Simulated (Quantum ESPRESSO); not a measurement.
# TiO2 (rutile): which axis gives way under pressure?

Cell and atoms of rutile TiO2 are relaxed at set pressures, to see how each axis shrinks. The phase is followed to these pressures whether or not it stays the stable one.

Calculated with Quantum ESPRESSO 7.5, PBEsol, GBRV 1.5 ultrasoft potentials, cutoff 680 eV, Fermi–Dirac smearing 0.02 eV, k-mesh 6×6×9, no spin polarisation, no spin-orbit coupling.

Reference cell, relaxed at zero pressure with PBEsol (P4_2/mnm): a = 4.5919 Å, b = 4.5919 Å, c = 2.9397 Å, α = 90.00°, β = 90.00°, γ = 90.00°.

```
atom       x       y       z
  Ti  0.0000  0.0000  0.0000
  Ti  0.5000  0.5000  0.5000
   O  0.3044  0.3044  0.0000
   O  0.1956  0.8044  0.5000
   O  0.6956  0.6956  0.0000
   O  0.8044  0.1956  0.5000
```

```csv
P (GPa),a (Å),c (Å),c/a
0.01,4.5919,2.9397,0.6402
5.00,4.5527,2.9280,0.6431
10.00,4.5180,2.9167,0.6456
15.00,4.4868,2.9059,0.6477
20.00,4.4583,2.8955,0.6495
29.99,4.4076,2.8761,0.6525
```

**Question.** Give the linear compressibility of each axis at zero pressure, and the edges at −4.00 GPa, a row left out above.

Least squares with l = l0 + l1 P + l2 P² gives for a: l0 = 4.5913 Å, l1 = −7.850e−3 Å/GPa, l2 = 5.79e−5 Å/GPa², so β = −l1/l0 = 1.710 × 10⁻³ GPa⁻¹ and the withheld edge is 4.6236 Å. This extrapolates past the fitted rows. The run itself gives 4.6278 Å, so the estimate misses by 0.0042 Å, more than the largest misfit of the fitted rows (0.0008 Å).

Least squares with l = l0 + l1 P + l2 P² gives for c: l0 = 2.9397 Å, l1 = −2.390e−3 Å/GPa, l2 = 8.97e−6 Å/GPa², so β = −l1/l0 = 0.813 × 10⁻³ GPa⁻¹ and the withheld edge is 2.9494 Å. This extrapolates past the fitted rows. The run itself gives 2.9492 Å, so the estimate misses by 0.0002 Å, more than the largest misfit of the fitted rows (0.0000 Å).

The compressibilities add to the volume compressibility, 2β_a + β_c = 4.233 × 10⁻³ GPa⁻¹, or B0 ≈ 236 GPa; a parabola over so wide a range errs a few per cent to the stiff side. The a axis is the softest, 2.1 times as compressible as c.

[Logs are printed without paths, hosts, clocks, repeated set-up lines and the standing remarks that a program may print on its own settings, such as how far it seeks lower states.]
